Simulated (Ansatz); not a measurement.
# BeCd3: relaxing a made-up structure

This structure for BeCd3 is made up. Its elements were placed in a known structure type with a cell scaled to their sizes. What cell does the guess relax to, and how far off was it?

Program: Ansatz 0.2.0. Level of theory: DFT, r2SCAN, plane-wave PAW, files of the set soft_1, scalar-relativistic, no spin, cell and ions relaxed at zero pressure; PAW set soft_1. Results are calculated unless marked as measured.

## (1) Starting point

The structure is cubic, space group Fm-3m (No. 225). Conventional cell: a = 6.895 Å, b = 6.895 Å, c = 6.895 Å, α = 90.00°, β = 90.00°, γ = 90.00°. Cd has 8 Cd at 2.99 Å nearest. Nearest to Cd lie 4 Cd at 2.99 Å and 4 Be at 2.99 Å. Be has 8 Cd at 2.99 Å nearest. Farther neighbours are not listed.

## (2) Relaxation of the guess

The guess takes its coordinates from another compound and its volume from a rule, so the cell and any free coordinates are relaxed together.

The input, input.yaml:

```yaml
crystal:
  lattice:
    - [0.0, 3.4475, 3.4475]
    - [3.4475, 0.0, 3.4475]
    - [3.4475, 3.4475, 0.0]
  atoms:
    - { symbol: Cd, position: [0.5, 0.5, 0.5] }
    - { symbol: Cd, position: [0.75, 0.75, 0.75] }
    - { symbol: Cd, position: [0.25, 0.25, 0.25] }
    - { symbol: Be, position: [0.0, 0.0, 0.0] }
kpoints:
  mp_grid: { grid: [7, 7, 7] }
scf:
  occupations: { method: fermi_dirac, width: 0.05 }
hamiltonian:
  xc: r2scan
  pseudopotentials: { kind: paw, azcp: { folder: soft_1 } }
relax:
  f_tol: 0.015
  max_steps: 70
  cell: {}
output:
  forces: true
  stress: true
```

The run is started by

```console
> ansatz run input.yaml --threads 4 --pin off --max-ram 10240MiB --backend cpu --events-out ev --progress --plain --runs-dir out
```

Numbers of over 12 decimals in the logs are rounded to 6 here.

The log of the run:

```text
Engine: ansatz 0.2.0, x86_64-unknown-linux-gnu
Pseudopotentials: kind: paw
Pseudopotential: Cd, paw, valence charge 20, recommended cutoff 500 eV (meta_gga), soft_1/Cd.paw.azcp
Pseudopotential: Be, paw, valence charge 2, recommended cutoff 500 eV (meta_gga), soft_1/Be.paw.azcp
Functional definition: r2SCAN
  parameter k0 = 0.174
  parameter k1 = 0.065
  parameter a1 = 4.9479
  exchange = r2scan_x(k0 = k0, k1 = k1, a1 = a1)
  correlation = r2scan_c
Crystal: 4 atoms, lattice volume = 81.949 Å³
Basis set: ecut = 500 eV, 2085 PW (Γ), exchange–correlation on 144×144×144 points (64 copies of the dense FFT grid, shifted against one another)
Bands: 38, of which v1, the nominal top of the filled ones, is band 31 counted from 1 (30 counted from 0)
Symmetry: 48 space group operations
Space group: Fm-3m (ITA 225), of the structure as read, at distance tolerance 4.3e-5 Å
k-points: 20 of 343
Non-local potential: Cd, projectors of the file, l = 0: 3, l = 1: 2, l = 2: 2, l = 3: 1
Non-local potential: Be, projectors of the file, l = 0: 2, l = 1: 2, l = 2: 1
PAW form: soft (Blöchl's): semilocal exchange-correlation on the pseudo side does not see the compensation charge
PAW frozen core: Cd, regenerated for the run's functional (the file was generated under x = pbe(κ = 0.804, μ = 0.219515), c = pbe(β = 0.066725))
PAW frozen core: Be, regenerated for the run's functional (the file was generated under x = pbe(κ = 0.804, μ = 0.219515), c = pbe(β = 0.066725))
PAW one-centre angular grid: Cd, 590 points (default); XC on 160 Gauss nodes
PAW one-centre angular grid: Be, 302 points (default); XC on 224 Gauss nodes
Initial density: superposition of atomic densities (chi_scale 0.1, normalization cell, long waves kept (reshape's long-wave potential 0.00 eV rms))
Initial wavefunctions: pseudopotential atomic-orbital guess
Functional: x = r2scan, c = r2scan; τ floored in thin density (d = 2e-4 eV/Å³)
iter 1 solved again at ethr=1.52e-3 eV; its pass at ethr=3.10e-3 eV (dr2=9.44e-1 eV) is discarded
SCF iter   1: F=—  HF=-24896.369588 eV  |F-HF|=—  |Δ(HF+E_count)|=         —  Δρ=2.59e-2  dr2=9.70e-1  dr2_τ=5.05e-2  ethr=1.52e-3  ⟨swp⟩=1.1  Hψ=3836  notcnv=0
preconditioner: auto → Kerker (q_TF=auto, 2.604 Å⁻¹)  [metal: Δε(μ)=0.022 eV  Ē_g=11.745 eV  σ=0.050 eV  W_gap=0.11  n_scr=26 (ndim 8)  ℏωp=25.3 eV  f_vac=0.000  D(μ)=1.49/eV (n_scr^D=8)]
SCF iter   2: F=—  HF=-24896.263625 eV  |F-HF|=—  |Δ(HF+E_count)|=   1.06e-1  Δρ=1.49e-2  dr2=3.54e-1  dr2_τ=2.37e-3  ethr=1.52e-3  ⟨swp⟩=2.9  Hψ=1275  notcnv=0
SCF iter   3: F=—  HF=-24896.290146 eV  |F-HF|=—  |Δ(HF+E_count)|=   2.65e-2  Δρ=4.91e-3  dr2=2.99e-2  dr2_τ=1.87e-3  ethr=5.71e-4  ⟨swp⟩=2.5  Hψ=1114  notcnv=0  defer=24
SCF iter   4: F=—  HF=-24896.304970 eV  |F-HF|=—  |Δ(HF+E_count)|=   1.48e-2  Δρ=2.13e-3  dr2=3.27e-3  dr2_τ=4.86e-5  ethr=4.82e-5  ⟨swp⟩=2.0  Hψ=1232  notcnv=0  defer=24
SCF iter   5: F=—  HF=-24896.308680 eV  |F-HF|=—  |Δ(HF+E_count)|=   3.71e-3  Δρ=5.50e-4  dr2=2.70e-4  dr2_τ=7.96e-6  ethr=5.27e-6  ⟨swp⟩=2.0  Hψ=1225  notcnv=0  defer=24
SCF iter   6: F=—  HF=-24896.308927 eV  |F-HF|=—  |Δ(HF+E_count)|=   2.47e-4  Δρ=7.90e-5  dr2=3.99e-6  dr2_τ=2.25e-7  ethr=4.36e-7  ⟨swp⟩=2.0  Hψ=1116  notcnv=0  defer=24
SCF iter   7: F=—  HF=-24896.308936 eV  |F-HF|=—  |Δ(HF+E_count)|=   9.33e-6  Δρ=3.43e-5  dr2=6.38e-7  dr2_τ=2.99e-8  ethr=6.43e-9  ⟨swp⟩=2.0  Hψ=1311  notcnv=0  defer=24
SCF iter   8: F=—  HF=-24896.308936 eV  |F-HF|=—  |Δ(HF+E_count)|=   2.83e-7  Δρ=1.00e-5  dr2=1.49e-7  dr2_τ=1.98e-9  ethr=1.03e-9  ⟨swp⟩=2.0  Hψ=1295  notcnv=0  defer=24
SCF iter   9: F=-24896.308936 eV  HF=-24896.308936 eV  |F-HF|=7.28e-11  |Δ(HF+E_count)|=   5.22e-8  Δρ=2.28e-6  dr2=7.04e-9  dr2_τ=3.14e-10  ethr=1.61e-10  ⟨swp⟩=4.0  Hψ=2304  notcnv=0
SCF 1 converged in 9 iterations: F = -24896.308936 eV  dr2 = 7.04e-9
  greatest PAW one-centre occupation: 1.002 electrons in one spin orbital (limit 2), on the Cd atom at site 2 (counted from 0), in its partial waves of l = 0
relax step   1: F+E_penalty+E_count = -24896.30893626 eV  Δ(F+E_penalty+E_count) = +0.000e0 eV  max|allowed force component| = 1.446e-18 eV/Å  Δτ_max = 0.0000 Å  P = -4.734 GPa  Ω = 81.949 Å³  (9 SCF iters, dr2 threshold 1.00e-7 eV, accepted)
Crystal: 4 atoms, lattice volume = 70.572 Å³
Basis set: ecut = 500 eV, 1807 PW (Γ), exchange–correlation on 144×144×144 points (64 copies of the dense FFT grid, shifted against one another)
Initial density: handed on by an earlier stage of this run
Initial wavefunctions: those handed on with the density
iter 1 solved again at ethr=1.06e-4 eV; its pass at ethr=3.10e-3 eV (dr2=6.58e-2 eV) is discarded
SCF iter   1: F=—  HF=-24894.929589 eV  |F-HF|=—  |Δ(HF+E_count)|=         —  Δρ=9.45e-3  dr2=6.84e-2  dr2_τ=1.17e0  ethr=1.06e-4  ⟨swp⟩=1.8  Hψ=3462  notcnv=0
preconditioner: auto → none  [insulator: Δε(μ)=0.250 eV  Ē_g=13.047 eV  σ=0.050 eV  W_gap=0.80  n_scr=14 (ndim 8)  ℏωp=27.2 eV  f_vac=0.000  D(μ)=0.97/eV (n_scr^D=0)  ε∞_Penn≈5.4]
SCF iter   2: F=—  HF=-24896.383197 eV  |F-HF|=—  |Δ(HF+E_count)|=    1.45e0  Δρ=4.66e-3  dr2=1.25e-2  dr2_τ=2.75e-4  ethr=1.06e-4  ⟨swp⟩=3.0  Hψ=1656  notcnv=0
SCF iter   3: F=—  HF=-24896.379988 eV  |F-HF|=—  |Δ(HF+E_count)|=   3.21e-3  Δρ=1.25e-3  dr2=1.09e-3  dr2_τ=9.87e-5  ethr=2.02e-5  ⟨swp⟩=2.0  Hψ=1259  notcnv=0  defer=2
SCF iter   4: F=—  HF=-24896.380516 eV  |F-HF|=—  |Δ(HF+E_count)|=   5.29e-4  Δρ=3.77e-4  dr2=1.07e-4  dr2_τ=5.39e-6  ethr=1.76e-6  ⟨swp⟩=2.0  Hψ=1363  notcnv=0  defer=2
SCF iter   5: F=—  HF=-24896.380512 eV  |F-HF|=—  |Δ(HF+E_count)|=   3.94e-6  Δρ=1.94e-4  dr2=2.13e-5  dr2_τ=1.38e-6  ethr=1.72e-7  ⟨swp⟩=2.0  Hψ=1299  notcnv=0  defer=2
SCF iter   6: F=—  HF=-24896.380520 eV  |F-HF|=—  |Δ(HF+E_count)|=   8.02e-6  Δρ=6.33e-5  dr2=3.74e-6  dr2_τ=1.66e-7  ethr=3.43e-8  ⟨swp⟩=2.0  Hψ=1119  notcnv=0  defer=2
SCF iter   7: F=-24896.380522 eV  HF=-24896.380522 eV  |F-HF|=2.63e-7  |Δ(HF+E_count)|=   1.53e-6  Δρ=2.37e-5  dr2=3.19e-7  dr2_τ=1.90e-8  ethr=6.45e-10  ⟨swp⟩=2.9  Hψ=2685  notcnv=0
SCF 2 converged in 7 iterations: F = -24896.380522 eV  dr2 = 3.19e-7
  greatest PAW one-centre occupation: 1.003 electrons in one spin orbital (limit 2), on the Cd atom at site 2 (counted from 0), in its partial waves of l = 0
relax step   2: F+E_penalty+E_count = -24896.38052223 eV  Δ(F+E_penalty+E_count) = -7.159e-2 eV  max|allowed force component| = 3.643e-17 eV/Å  Δτ_max = 0.0000 Å  P = +4.495 GPa  Ω = 70.572 Å³  energy of the carried Pulay correction = +9.201e-3 eV  (7 SCF iters, dr2 threshold 4.00e-7 eV, accepted)
Crystal: 4 atoms, lattice volume = 75.689 Å³
Basis set: ecut = 500 eV, 1917 PW (Γ), exchange–correlation on 144×144×144 points (64 copies of the dense FFT grid, shifted against one another)
iter 1 solved again at ethr=4.47e-5 eV; its pass at ethr=3.10e-3 eV (dr2=2.77e-2 eV) is discarded
SCF iter   1: F=—  HF=-24896.042053 eV  |F-HF|=—  |Δ(HF+E_count)|=         —  Δρ=6.62e-3  dr2=2.94e-2  dr2_τ=2.86e-1  ethr=4.47e-5  ⟨swp⟩=1.2  Hψ=3369  notcnv=0
automatic band count: iteration 1 solves 37 bands in place of 38: the levels show a gap, and the empty bands left out lie too high to hold charge; the band table lists the bands solved (type scf.n_extra_bands for more)
preconditioner: auto → none  [insulator: Δε(μ)=0.237 eV  Ē_g=12.314 eV  σ=0.050 eV  W_gap=0.72  n_scr=14 (ndim 8)  ℏωp=26.3 eV  f_vac=0.000  D(μ)=0.95/eV (n_scr^D=0)  ε∞_Penn≈5.6]
SCF iter   2: F=—  HF=-24896.436312 eV  |F-HF|=—  |Δ(HF+E_count)|=   3.94e-1  Δρ=4.73e-3  dr2=1.64e-2  dr2_τ=3.89e-4  ethr=4.47e-5  ⟨swp⟩=2.0  Hψ=1480  notcnv=0
SCF iter   3: F=—  HF=-24896.430941 eV  |F-HF|=—  |Δ(HF+E_count)|=   5.37e-3  Δρ=1.81e-3  dr2=3.25e-3  dr2_τ=3.07e-5  ethr=2.65e-5  ⟨swp⟩=2.5  Hψ=1264  notcnv=0
SCF iter   4: F=—  HF=-24896.430472 eV  |F-HF|=—  |Δ(HF+E_count)|=   4.69e-4  Δρ=1.11e-3  dr2=1.51e-3  dr2_τ=1.03e-5  ethr=5.24e-6  ⟨swp⟩=2.0  Hψ=1416  notcnv=0
SCF iter   5: F=—  HF=-24896.430079 eV  |F-HF|=—  |Δ(HF+E_count)|=   3.93e-4  Δρ=4.79e-4  dr2=2.75e-4  dr2_τ=1.78e-6  ethr=2.44e-6  ⟨swp⟩=1.9  Hψ=765  notcnv=0
SCF iter   6: F=—  HF=-24896.429990 eV  |F-HF|=—  |Δ(HF+E_count)|=   8.86e-5  Δρ=1.29e-4  dr2=1.15e-5  dr2_τ=2.29e-7  ethr=4.43e-7  ⟨swp⟩=1.9  Hψ=792  notcnv=0
SCF iter   7: F=—  HF=-24896.429988 eV  |F-HF|=—  |Δ(HF+E_count)|=   2.97e-6  Δρ=3.13e-5  dr2=1.29e-6  dr2_τ=6.07e-9  ethr=1.85e-8  ⟨swp⟩=2.0  Hψ=1346  notcnv=0
SCF iter   8: F=-24896.429987 eV  HF=-24896.429987 eV  |F-HF|=2.19e-8  |Δ(HF+E_count)|=   3.17e-7  Δρ=7.50e-6  dr2=5.06e-8  dr2_τ=4.41e-10  ethr=6.45e-10  ⟨swp⟩=4.2  Hψ=2169  notcnv=0
SCF 3 converged in 8 iterations: F = -24896.429987 eV  dr2 = 5.06e-8
relax step   3: F+E_penalty+E_count = -24896.42998718 eV  Δ(F+E_penalty+E_count) = -4.946e-2 eV  max|allowed force component| = 2.660e-17 eV/Å  Δτ_max = 0.0000 Å  P = -0.795 GPa  Ω = 75.689 Å³  energy of the carried Pulay correction = +4.897e-3 eV  (8 SCF iters, dr2 threshold 4.00e-7 eV, accepted)
Crystal: 4 atoms, lattice volume = 74.873 Å³
iter 1 solved again at ethr=9.04e-7 eV; its pass at ethr=3.10e-3 eV (dr2=5.60e-4 eV) is discarded
SCF iter   1: F=—  HF=-24896.422854 eV  |F-HF|=—  |Δ(HF+E_count)|=         —  Δρ=9.16e-4  dr2=5.45e-4  dr2_τ=6.57e-3  ethr=9.04e-7  ⟨swp⟩=2.0  Hψ=3240  notcnv=0
automatic band count: iteration 1 solves 37 bands in place of 38: the levels show a gap, and the empty bands left out lie too high to hold charge; the band table lists the bands solved (type scf.n_extra_bands for more)
preconditioner: auto → none  [insulator: Δε(μ)=0.261 eV  Ē_g=12.268 eV  σ=0.050 eV  W_gap=0.74  n_scr=14 (ndim 8)  ℏωp=26.5 eV  f_vac=0.000  D(μ)=0.96/eV (n_scr^D=0)  ε∞_Penn≈5.7]
SCF iter   2: F=—  HF=-24896.433009 eV  |F-HF|=—  |Δ(HF+E_count)|=   1.02e-2  Δρ=6.16e-4  dr2=3.04e-4  dr2_τ=5.82e-6  ethr=8.79e-7  ⟨swp⟩=2.0  Hψ=1365  notcnv=0
SCF iter   3: F=—  HF=-24896.432926 eV  |F-HF|=—  |Δ(HF+E_count)|=   8.31e-5  Δρ=2.42e-4  dr2=6.11e-5  dr2_τ=4.39e-7  ethr=4.91e-7  ⟨swp⟩=2.2  Hψ=1135  notcnv=0
SCF iter   4: F=—  HF=-24896.432918 eV  |F-HF|=—  |Δ(HF+E_count)|=   8.82e-6  Δρ=1.20e-4  dr2=1.87e-5  dr2_τ=1.71e-7  ethr=9.86e-8  ⟨swp⟩=2.0  Hψ=1348  notcnv=0
SCF iter   5: F=—  HF=-24896.432912 eV  |F-HF|=—  |Δ(HF+E_count)|=   5.08e-6  Δρ=4.34e-5  dr2=2.51e-6  dr2_τ=1.24e-8  ethr=3.01e-8  ⟨swp⟩=2.1  Hψ=891  notcnv=0
SCF iter   6: F=-24896.432912 eV  HF=-24896.432912 eV  |F-HF|=1.02e-7  |Δ(HF+E_count)|=   6.23e-7  Δρ=1.23e-5  dr2=1.16e-7  dr2_τ=3.55e-9  ethr=6.45e-10  ⟨swp⟩=3.0  Hψ=2405  notcnv=0
SCF 4 converged in 6 iterations: F = -24896.432912 eV  dr2 = 1.16e-7
relax step   4: F+E_penalty+E_count = -24896.43291175 eV  Δ(F+E_penalty+E_count) = -2.925e-3 eV  max|allowed force component| = 3.961e-17 eV/Å  Δτ_max = 0.0000 Å  P = -0.083 GPa  Ω = 74.873 Å³  energy of the carried Pulay correction = +5.565e-3 eV  (6 SCF iters, dr2 threshold 4.00e-7 eV, accepted)
Crystal: 4 atoms, lattice volume = 74.783 Å³
iter 1 solved again at ethr=4.67e-9 eV; its pass at ethr=3.10e-3 eV (dr2=2.89e-6 eV) is discarded
SCF iter   1: F=—  HF=-24896.432884 eV  |F-HF|=—  |Δ(HF+E_count)|=         —  Δρ=1.10e-4  dr2=7.91e-6  dr2_τ=8.30e-5  ethr=4.67e-9  ⟨swp⟩=2.0  Hψ=3168  notcnv=0
automatic band count: iteration 1 solves 37 bands in place of 38: the levels show a gap, and the empty bands left out lie too high to hold charge; the band table lists the bands solved (type scf.n_extra_bands for more)
eigensolver tolerance schedule calibrated: the retry pair's looser diagonalisation under-reported the residual by θ = 0.63 (0.11/decade); ethr = c·dr2/N_el runs at the constant in force after the calibration composes with the one it found (an armed cap, an earlier calibration), c = 8.4e-2
preconditioner: auto → none  [insulator: Δε(μ)=0.267 eV  Ē_g=12.286 eV  σ=0.050 eV  W_gap=0.74  n_scr=14 (ndim 8)  ℏωp=26.5 eV  f_vac=0.000  D(μ)=0.95/eV (n_scr^D=0)  ε∞_Penn≈5.6]
SCF iter   2: F=—  HF=-24896.433012 eV  |F-HF|=—  |Δ(HF+E_count)|=   1.28e-4  Δρ=7.32e-5  dr2=4.02e-6  dr2_τ=8.23e-8  ethr=4.67e-9  ⟨swp⟩=2.0  Hψ=1365  notcnv=0
SCF iter   3: F=—  HF=-24896.433011 eV  |F-HF|=—  |Δ(HF+E_count)|=   1.23e-6  Δρ=2.81e-5  dr2=7.81e-7  dr2_τ=7.65e-9  ethr=4.67e-9  ⟨swp⟩=2.6  Hψ=1339  notcnv=0
SCF iter   4: F=—  HF=-24896.433011 eV  |F-HF|=—  |Δ(HF+E_count)|=   7.94e-8  Δρ=1.31e-5  dr2=2.38e-7  dr2_τ=1.78e-9  ethr=1.06e-9  ⟨swp⟩=2.0  Hψ=1363  notcnv=0
SCF iter   5: F=—  HF=-24896.433010 eV  |F-HF|=—  |Δ(HF+E_count)|=   6.50e-8  Δρ=4.76e-6  dr2=2.91e-8  dr2_τ=1.73e-10  ethr=3.24e-10  ⟨swp⟩=1.9  Hψ=794  notcnv=0
SCF iter   6: F=-24896.433010 eV  HF=-24896.433010 eV  |F-HF|=1.29e-9  |Δ(HF+E_count)|=   6.86e-9  Δρ=1.43e-6  dr2=1.49e-9  dr2_τ=4.32e-11  ethr=2.37e-11  ⟨swp⟩=4.0  Hψ=2139  notcnv=0
SCF 5 converged in 6 iterations: F = -24896.433010 eV  dr2 = 1.49e-9
relax step   5: F+E_penalty+E_count = -24896.43301047 eV  Δ(F+E_penalty+E_count) = -9.872e-5 eV  max|allowed force component| = 3.412e-17 eV/Å  Δτ_max = 0.0000 Å  P = -0.001 GPa  Ω = 74.783 Å³  energy of the carried Pulay correction = +5.639e-3 eV  (6 SCF iters, dr2 threshold 1.74e-8 eV, accepted)
Initial wavefunctions: pseudopotential atomic-orbital guess (no wavefunctions were taken with the density)
iter 1 solved again at ethr=1.62e-7 eV; its pass at ethr=3.10e-3 eV (dr2=1.01e-4 eV) is discarded
SCF iter   1: F=—  HF=-24896.427486 eV  |F-HF|=—  |Δ(HF+E_count)|=         —  Δρ=3.24e-4  dr2=6.23e-6  dr2_τ=9.18e-5  ethr=1.62e-7  ⟨swp⟩=2.8  Hψ=4531  notcnv=0
preconditioner: auto → none  [insulator: Δε(μ)=0.268 eV  Ē_g=12.834 eV  σ=0.050 eV  W_gap=0.75  n_scr=14 (ndim 8)  ℏωp=26.5 eV  f_vac=0.000  D(μ)=0.95/eV (n_scr^D=0)  ε∞_Penn≈5.3]
SCF iter   2: F=—  HF=-24896.427510 eV  |F-HF|=—  |Δ(HF+E_count)|=   2.36e-5  Δρ=1.62e-4  dr2=1.81e-6  dr2_τ=1.08e-6  ethr=1.00e-8  ⟨swp⟩=2.0  Hψ=1373  notcnv=0
SCF iter   3: F=—  HF=-24896.427513 eV  |F-HF|=—  |Δ(HF+E_count)|=   3.83e-6  Δρ=4.56e-5  dr2=1.33e-6  dr2_τ=4.58e-8  ethr=2.91e-9  ⟨swp⟩=2.0  Hψ=1377  notcnv=0
SCF iter   4: F=—  HF=-24896.427513 eV  |F-HF|=—  |Δ(HF+E_count)|=   5.14e-7  Δρ=3.83e-6  dr2=9.27e-9  dr2_τ=1.61e-9  ethr=2.15e-9  ⟨swp⟩=2.0  Hψ=1137  notcnv=0
SCF iter   5: F=—  HF=-24896.427513 eV  |F-HF|=—  |Δ(HF+E_count)|=   1.63e-9  Δρ=1.39e-6  dr2=7.86e-10  dr2_τ=1.11e-10  ethr=1.50e-11  ⟨swp⟩=2.0  Hψ=1320  notcnv=0
SCF iter   6: F=—  HF=-24896.427513 eV  |F-HF|=—  |Δ(HF+E_count)|=  2.55e-11  Δρ=6.55e-7  dr2=2.93e-10  dr2_τ=2.02e-11  ethr=1.27e-12  ⟨swp⟩=2.0  Hψ=1380  notcnv=0
SCF iter   7: F=-24896.427513 eV  HF=-24896.427513 eV  |F-HF|=3.64e-12  |Δ(HF+E_count)|=  9.82e-11  Δρ=8.47e-8  dr2=4.88e-12  dr2_τ=5.30e-13  ethr=1.00e-12  ⟨swp⟩=2.8  Hψ=2880  notcnv=0
SCF 6 converged in 7 iterations: F = -24896.427513 eV  dr2 = 4.88e-12
relax step   6: F+E_penalty+E_count = -24896.42751287 eV  Δ(F+E_penalty+E_count) = +5.498e-3 eV  max|allowed force component| = 3.325e-17 eV/Å  Δτ_max = 0.0000 Å  P = -0.004 GPa  Ω = 74.783 Å³  stress off target by 4.41e-3 GPa  SCF on the basis re-selected at this cell (its energy is not comparable with the rows above)  (7 SCF iters)
basis re-selected at this cell: Δ(F+E_penalty+E_count) = +5.498e-3 eV, ΔP = -0.004 GPa vs the last step (what re-selecting the basis moved, of the pressure what is left beyond the Pulay correction that the steps carried, after the strain that the cell walked since its last selection, with what the two solves' SCF thresholds leave and, on support functions, any second-order correction that the steps lacked; it is no m [...]
SCF converged after 7 iterations
Free energy (F): -24896.427513 eV
Harris-Foulkes:  -24896.427513 eV  (|F-HF|=3.64e-12)
Internal energy: -24896.419217 eV  (E = F + TS)
E sigma→0 (E₀):  -24896.423365 eV
Entropy (-TS):   -0.008296 eV (-2.074 meV/atom)
Fermi energy:    13.878985 eV
--- Per-component energies (eV) ---
  E_band       = -1302.030125
  E_kinetic    = 1338.564654
  E_local      = -9786.870800  (includes V_loc(G=0)·N_el)
  E_nonlocal   = 362.018470
  E_hartree    = 4570.517184
  E_xc         = -465.041795
  E_vxc        = -673.591191  (∫ρ·V_xc dr)
  E_paw        = -12419.315703  (= ΣΔE_a)
  E_vpaw       = -1729.463245  (= ΣTr[D̂ρ^β])
  E_aug_tail   = 0.000023  (compensation charges beyond the density's cutoff)
  E_vtau       = 46.277496  (kinetic-family band-sum trace: ∫τ·v_τ [+ j·A + Jᵃ·Aᵃ] dr)
  E_ewald      = -8494.584929
  E_core_change = -1.706321  (= ΣΔE_core)
  E_smearing   = -0.008296  (= −TS)
  E_closure    = 0.000000  (closes the sum)
  Σ components = -24896.427513   (vs F -24896.427513, Δ=0.00e0)
--- Forces (eV/Å), atoms counted from 1 ---
  atom   1  Cd     0.00000000    -0.00000000     0.00000000
  atom   2  Cd     0.00000000     0.00000000     0.00000000
  atom   3  Cd    -0.00000000    -0.00000000    -0.00000000
  atom   4  Be    -0.00000000     0.00000000    -0.00000000
  max |Σ_I F_I| component: 3.47e-18 eV/Å
--- Stress (GPa, compression-positive) ---
       -0.004405       0.000000       0.000000
        0.000000      -0.004405      -0.000000
        0.000000      -0.000000      -0.004405
  P = ⅓ Tr σ = -0.0044 GPa (-0.044 kbar)
--- Relaxed structure (5 steps of the walk, 5 accepted, 1 SCFs on fresh bases) ---
  F+E_penalty+E_count = -24896.42751287 eV   max|allowed force component| = 3.325e-17 eV/Å   (the final SCF, on the basis selected at the relaxed cell)
  cell:  # Å, volume = 74.7825 Å³
    - [0, 3.343926, 3.343926]
    - [3.343926, 0, 3.343926]
    - [3.343926, 3.343926, 0]
  atoms:
    - { symbol: Cd, position: [0.500000, 0.500000, 0.500000] }
    - { symbol: Cd, position: [0.750000, 0.750000, 0.750000] }
    - { symbol: Cd, position: [0.250000, 0.250000, 0.250000] }
    - { symbol: Be, position: [0, 0, 0] }
```

The job ended after 4 s (4 threads of AMD EPYC 9B45 (Zen 5), shared host; peak memory 0.66 GiB; 14 s of CPU time).

The steps of the relaxation:

```csv
step,energy less that of the first step (eV),largest force component (eV/Å),pressure (GPa),volume (Å³)
1,0.0000,0.0000,-4.73,81.95
2,-0.0716,0.0000,4.50,70.57
3,-0.1211,0.0000,-0.80,75.69
4,-0.1240,0.0000,-0.08,74.87
5,-0.1241,0.0000,0.00,74.78
6*,-0.1186,0.0000,0.00,74.78
```

Relaxation steps marked * repeat the geometry before them on a plane-wave basis chosen anew for their cell, so energy and pressure can jump there.

The run keeps the 48 symmetry operations that it works with, so distortions that break them were not tested.

```csv
"conventional cell, symmetrised",before,after,change
a (Å),6.895,6.688,-3.0 %
b (Å),6.895,6.688,-3.0 %
c (Å),6.895,6.688,-3.0 %
volume (Å³/atom),20.49,18.70,-8.7 %
```

Final coordinates:

```xyz
4
Lattice="0.0000 3.3439 3.3439 3.3439 0.0000 3.3439 3.3439 3.3439 0.0000" Properties=species:S:1:pos:R:3 pbc="T T T"
Cd    3.3439    3.3439    3.3439
Cd    5.0159    5.0159    5.0159
Cd    1.6720    1.6720    1.6720
Be    0.0000    0.0000    0.0000
```

This step gave:

```yaml
free_energy: -24896.4275 eV
energy_at_zero_smearing: -24896.4234 eV
smearing_term_ts: 0.008296 eV
fermi_energy: 13.88 eV
electrons: 62
symmetry_operations: 48
pressure: -0.004405 GPa
```

Shortest distances by pair of elements, guess and relaxed (not always the same contact):

```csv
pair,guess (Å),relaxed (Å)
Cd–Cd,2.986,2.896
Be–Cd,2.986,2.896
Be–Be,4.876,4.729
```

The relaxation ends with a pressure of 0.00 GPa.

## (3) What came out

| Quantity | Value |
| --- | --- |
| space group, relaxed | Fm-3m |
| conventional cell | a = 6.688, b = 6.688, c = 6.688 Å; α = 90.0°, β = 90.0°, γ = 90.0° |
| volume per atom | 18.70 Å³ (guess 20.49) |

**Reading.** BeCd3 relaxes to Fm-3m with a = 6.688, b = 6.688 and c = 6.688 Å. The guessed volume was 10 % too large. The space group Fm-3m was held in the relaxation, so the end point is a stationary structure within it and may be a saddle against distortions or other arrangements. Mesh and cutoff weren't tested. No dispersion term is used, so weakly bound directions may come out too long. Nothing here tests whether the compound is stable against decomposition.

[Logs are printed without paths, hosts, clocks, repeated set-up lines and the standing remarks that a program may print on its own settings, such as how far it seeks lower states.]

[Hosts, paths, dates, database ids (printed as entryN), source tags and the programs' standing remarks are cut or masked in the printed files.]
